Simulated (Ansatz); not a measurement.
# Sn wire along [111], 62 atoms a period, H-terminated: bands by functional

Aim: is the Sn wire along [111], 62 atoms a period, H-terminated a metal or a semiconductor?

Calculated with Ansatz 0.2.0; DFT PBE, plane waves, PAW; relaxation of a wire's period; PAW set soft_1, in the first sound run; inputs show where later runs differ.

Most raw output is cut from this account.

**1. Set-up**

The cell holds 104 atoms: 62 Sn and 42 H. Cell: a = 23.765 Å, b = 23.674 Å, c = 11.518 Å, α = 90.0°, β = 90.0°, γ = 90.0°. Vacuum lies along a and b. The structure's axis is c.

**2. Relaxation of atoms and period**

Band widths follow the bond lengths, so the wire is relaxed first. The atoms and the third cell vector are free; the box across stays fixed as vacuum. A Fermi-Dirac smearing is set since the result may be a metal. The pressure printed is a third of the stress's trace over the whole box, vacuum included; only the stress along the axis is relaxed.

The input, input.yaml:

```yaml
crystal:
  lattice:
    - [23.765, 0.0, 0.0]
    - [0.0, 23.674, 0.0]
    - [0.0, 0.0, 11.5181378703]
  atoms:
    - { symbol: Sn, position: [0.302124934, 0.500001844, 0.0] }
    - { symbol: Sn, position: [0.4010574, 0.672016573, 0.0] }
    - { symbol: Sn, position: [0.499989866, 0.500001844, 0.0] }
    - { symbol: Sn, position: [0.598922331, 0.672016573, 0.0] }
    - { symbol: Sn, position: [0.302124934, 0.500001844, 0.25] }
    - { symbol: Sn, position: [0.4010574, 0.327987115, 0.25] }
    - { symbol: Sn, position: [0.4010574, 0.672016573, 0.25] }
    - { symbol: Sn, position: [0.499989866, 0.500001844, 0.25] }
    - { symbol: Sn, position: [0.598922331, 0.327987115, 0.25] }
    - { symbol: Sn, position: [0.598922331, 0.672016573, 0.25] }
    - { symbol: Sn, position: [0.697854797, 0.500001844, 0.25] }
    - { symbol: H, position: [0.143067536, 0.47751018, 0.282688573] }
    - { symbol: H, position: [0.203192469, 0.372970443, 0.282688573] }
    - { symbol: H, position: [0.242000002, 0.305495451, 0.282688573] }
    - { symbol: H, position: [0.242000002, 0.649524909, 0.282688573] }
    - { symbol: H, position: [0.302124934, 0.200955714, 0.282688573] }
    - { symbol: H, position: [0.340932468, 0.821539638, 0.282688573] }
    - { symbol: H, position: [0.461182332, 0.821539638, 0.282688573] }
    - { symbol: H, position: [0.499989866, 0.200955714, 0.282688573] }
    - { symbol: H, position: [0.538797399, 0.821539638, 0.282688573] }
    - { symbol: H, position: [0.659047264, 0.821539638, 0.282688573] }
    - { symbol: H, position: [0.697854797, 0.200955714, 0.282688573] }
    - { symbol: H, position: [0.757979729, 0.305495451, 0.282688573] }
    - { symbol: H, position: [0.757979729, 0.649524909, 0.282688573] }
    - { symbol: H, position: [0.796787263, 0.372970443, 0.282688573] }
    - { symbol: H, position: [0.856912195, 0.47751018, 0.282688573] }
    - { symbol: Sn, position: [0.203192469, 0.442663601, 0.333333333] }
    - { symbol: Sn, position: [0.302124934, 0.270648872, 0.333333333] }
    - { symbol: Sn, position: [0.302124934, 0.61467833, 0.333333333] }
    - { symbol: Sn, position: [0.4010574, 0.442663601, 0.333333333] }
[... 68 atom lines left out ...]
    - { symbol: H, position: [0.757979729, 0.350478779, 0.967311427] }
    - { symbol: H, position: [0.796787263, 0.627033245, 0.967311427] }
    - { symbol: H, position: [0.856912195, 0.522493508, 0.967311427] }
    - { symbol: Sn, position: [0.4010574, 0.327987115, 0.0] }
    - { symbol: Sn, position: [0.598922331, 0.327987115, 0.0] }
    - { symbol: Sn, position: [0.697854797, 0.500001844, 0.0] }
kpoints:
  mp_grid: { grid: [1, 1, 7] }
scf:
  occupations: { method: fermi_dirac, width: 0.05 }
hamiltonian:
  xc: pbe
  pseudopotentials: { kind: paw, azcp: { folder: soft_1 } }
relax:
  cell: { fix: [a, b, alpha, beta, gamma] }
  max_steps: 45
  f_tol: 0.03
```

Started as:

```console
> ansatz run input.yaml --threads 16 --pin off --max-ram 61440MiB --backend cuda --events-out ev --progress --plain --runs-dir out --max-vram 78GiB
```

The job ended after 25 s (1 × NVIDIA GB200 with 16 threads of Arm Neoverse V2, shared host; peak memory 2.5 GiB; 92 s of CPU time).

The steps of the relaxation:

```
step  energy less that of the first step (eV)  largest force component (eV/Å)  pressure (GPa)  volume (Å³)
   1                                   0.0000                          0.2259           -0.30      6480.25
   2                                   0.2584                          0.7457            0.28      6428.35
   3                                  -0.3489                          0.0653           -0.10      6465.79
   4                                  -0.4121                          0.0368           -0.01      6467.32
   5                                  -0.4746                          0.0372            0.00      6477.90
   6                                  -0.4967                          0.0560           -0.02      6479.63
   7                                  -0.5022                          0.0040            0.00      6474.70
   8                                  -0.5018                          0.0040            0.00      6474.70
```

Relaxation step 2 was tried and not accepted.

Forces are held to the 4 operations that the run works with; a distortion that breaks them can't arise in this run.

```
cell as run  before   after  change
      c (Å)  11.518  11.508  -0.1 %
```

The atoms that moved most (Å, along periodic axes as changes of fractional coordinates times the final cell, across vacuum about the mean position):

```
atom      dx      dy      dz  length
 H14   0.071  -0.321  -0.084   0.339
 H89   0.071   0.321   0.084   0.339
 H23  -0.071  -0.321  -0.084   0.339
 H98  -0.071   0.321   0.084   0.339
 H95   0.313  -0.099   0.084   0.339
 H20   0.313   0.099  -0.084   0.339
 H93  -0.313  -0.099   0.084   0.339
 H18  -0.313   0.099  -0.084   0.339
```

Numbers from this step:

* energy at zero smearing: -374154.2866 eV
* cell length along the wire: 11.51 Å

The cell's length comes to 11.508 Å with spin left out.

**3. Bands of the perfect wire**

This step: DFT PBE, plane waves, PAW; bands of a perfect wire; PAW set soft_1 (Ansatz 0.2.0).

At the relaxed period the bands are computed along the axis; those that cross an energy going forward count the channels that a perfect wire would open there.

The input, input.yaml:

```yaml
crystal:
  lattice:
    - [23.765, 0.0, 0.0]
    - [0.0, 23.674, 0.0]
    - [0.0, 0.0, 11.5082731865]
  atoms:
    - { symbol: Sn, position: [0.302884641, 0.500135675, 0.000241394] }
    - { symbol: Sn, position: [0.401316992, 0.671289111, 0.000240466] }
    - { symbol: Sn, position: [0.499989866, 0.499999648, 0.99997755] }
    - { symbol: Sn, position: [0.59866274, 0.671289111, 0.000240466] }
    - { symbol: Sn, position: [0.302884641, 0.499864325, 0.249758606] }
    - { symbol: Sn, position: [0.401316992, 0.328710889, 0.249759534] }
    - { symbol: Sn, position: [0.4015552, 0.671431814, 0.249759791] }
    - { symbol: Sn, position: [0.499989866, 0.500000352, 0.25002245] }
    - { symbol: Sn, position: [0.59866274, 0.328710889, 0.249759534] }
    - { symbol: Sn, position: [0.598424531, 0.671431814, 0.249759791] }
    - { symbol: Sn, position: [0.69709509, 0.499864325, 0.249758606] }
    - { symbol: H, position: [0.145660603, 0.48950724, 0.292441529] }
    - { symbol: H, position: [0.192993552, 0.382328703, 0.275383697] }
    - { symbol: H, position: [0.24497342, 0.29193372, 0.275386053] }
    - { symbol: H, position: [0.245232524, 0.647650317, 0.285874472] }
    - { symbol: H, position: [0.313782017, 0.197201966, 0.292438254] }
    - { symbol: H, position: [0.331873163, 0.813287019, 0.292421032] }
    - { symbol: H, position: [0.448007186, 0.82573219, 0.275366802] }
    - { symbol: H, position: [0.499989866, 0.204700304, 0.285886274] }
    - { symbol: H, position: [0.551972545, 0.82573219, 0.275366802] }
    - { symbol: H, position: [0.668106568, 0.813287019, 0.292421032] }
    - { symbol: H, position: [0.686197714, 0.197201966, 0.292438254] }
    - { symbol: H, position: [0.755006311, 0.29193372, 0.275386053] }
    - { symbol: H, position: [0.754747208, 0.647650317, 0.285874472] }
    - { symbol: H, position: [0.806986179, 0.382328703, 0.275383697] }
    - { symbol: H, position: [0.854319128, 0.48950724, 0.292441529] }
    - { symbol: Sn, position: [0.202707683, 0.448775554, 0.335078124] }
    - { symbol: Sn, position: [0.307156071, 0.267160669, 0.335084082] }
    - { symbol: Sn, position: [0.305213226, 0.612890462, 0.336206336] }
    - { symbol: Sn, position: [0.401117909, 0.442695878, 0.333305178] }
[... 68 atom lines left out ...]
    - { symbol: H, position: [0.754747208, 0.352349683, 0.964125528] }
    - { symbol: H, position: [0.806986179, 0.617671297, 0.974616303] }
    - { symbol: H, position: [0.854319128, 0.51049276, 0.957558471] }
    - { symbol: Sn, position: [0.4015552, 0.328568186, 0.000240209] }
    - { symbol: Sn, position: [0.598424531, 0.328568186, 0.000240209] }
    - { symbol: Sn, position: [0.69709509, 0.500135675, 0.000241394] }
kpoints:
  mp_grid: { grid: [1, 1, 7] }
  band_path: { path: ["Γ", Z], npoints: 90 }
scf:
  occupations: { method: fermi_dirac, width: 0.05 }
hamiltonian:
  xc: pbe
  pseudopotentials: { kind: paw, azcp: { folder: soft_1 } }
output:
  dos: { e_range: [-5, 4] }
  write_potential: true
  write_density: true
  volumetric_format: npy
```

It took 41 s on 1 × NVIDIA GB200 with 16 threads; peak memory 6.4 GiB; 2.7 min of CPU time.

Numbers from this step:

| Quantity | Value |
| --- | --- |
| energy at zero smearing | -374154.2870 eV |
| band gap | 0.7195 eV |

Electronic bands along the path, in eV, zero at the Fermi level; v1 is the highest filled band, c1 the lowest empty one:

```
  point     v4     v3     v2     v1    c1    c2    c3    c4
      Γ  -0.87  -0.78  -0.78  -0.36  0.36  1.07  1.07  1.09
halfway  -0.97  -0.92  -0.78  -0.78  0.80  0.80  0.80  0.88
      Z  -1.00  -1.00  -0.92  -0.92  0.68  0.69  0.69  0.99
```

The gap is 0.719 eV, with spin left out.

On this path the gap is direct, 0.72 eV, with the valence top at Γ and the conduction bottom at Γ.

**4. Another level of theory, cutoff 500 eV, k-mesh 1×1×6**

This step: DFT r2SCAN, plane waves, PAW; bands of a perfect wire at the PBE geometry; PAW set soft_1 (Ansatz 0.2.0).

The atoms stay at the PBE geometry and the functional changes. r2SCAN also reads the kinetic-energy density; it often gives larger moments and wider gaps than PBE, at a higher cost. Against the first PBE run of this kind, the cutoff is 500 eV against 420 and the mesh along the wire has 6 points against 7.

input.yaml, as its differences from that of step 3:

```diff
@@ -44,3 +44,3 @@
 kpoints:
-  mp_grid: { grid: [1, 1, 7] }
+  mp_grid: { grid: [1, 1, 6] }
   band_path: { path: ["Γ", Z], npoints: 90 }
@@ -49,8 +49,3 @@
 hamiltonian:
-  xc: pbe
+  xc: r2scan
   pseudopotentials: { kind: paw, azcp: { folder: soft_1 } }
-output:
-  dos: { e_range: [-5, 4] }
-  write_potential: true
-  write_density: true
-  volumetric_format: npy
```

Run time: 78 s. Hardware: 1 × NVIDIA GB200 with 16 threads; peak memory 10 GiB.

This step gave:

| Quantity | Value |
| --- | --- |
| band gap | 1.000 eV |

The electronic bands at the labelled points (eV, zero at the Fermi level; v1 is the highest filled band, c1 the lowest empty one):

```
  point     v4     v3     v2     v1    c1    c2    c3    c4
      Γ  -1.05  -0.94  -0.94  -0.50  0.50  1.18  1.18  1.21
halfway  -1.15  -1.06  -0.94  -0.94  0.90  0.90  0.92  0.98
      Z  -1.18  -1.18  -1.09  -1.09  0.77  0.78  0.78  1.11
```

The gap is 1.00 eV, against 0.719 eV under PBE at the relaxed period.

**5. Outcome**

```
cell length, PBE : 11.51 Å
gap, PBE         : 0.719 eV
gap, r2SCAN      : 1.00 eV
```

What this shows: Under PBE the cell's length is 11.51 Å, and a gap of 0.72 eV makes it a semiconductor. At the relaxed period the wire is gapped under every functional, from 0.72 eV (PBE) to 1.00 eV (r2SCAN). Weak screening in one dimension makes quasiparticle gaps larger than the semilocal gaps, as a rule.

[Logs are printed without paths, hosts, clocks, repeated set-up lines and the standing remarks that a program may print on its own settings, such as how far it seeks lower states.]

[Hosts, paths, dates, database ids (printed as entryN), source tags and the programs' standing remarks are cut or masked in the printed files.]
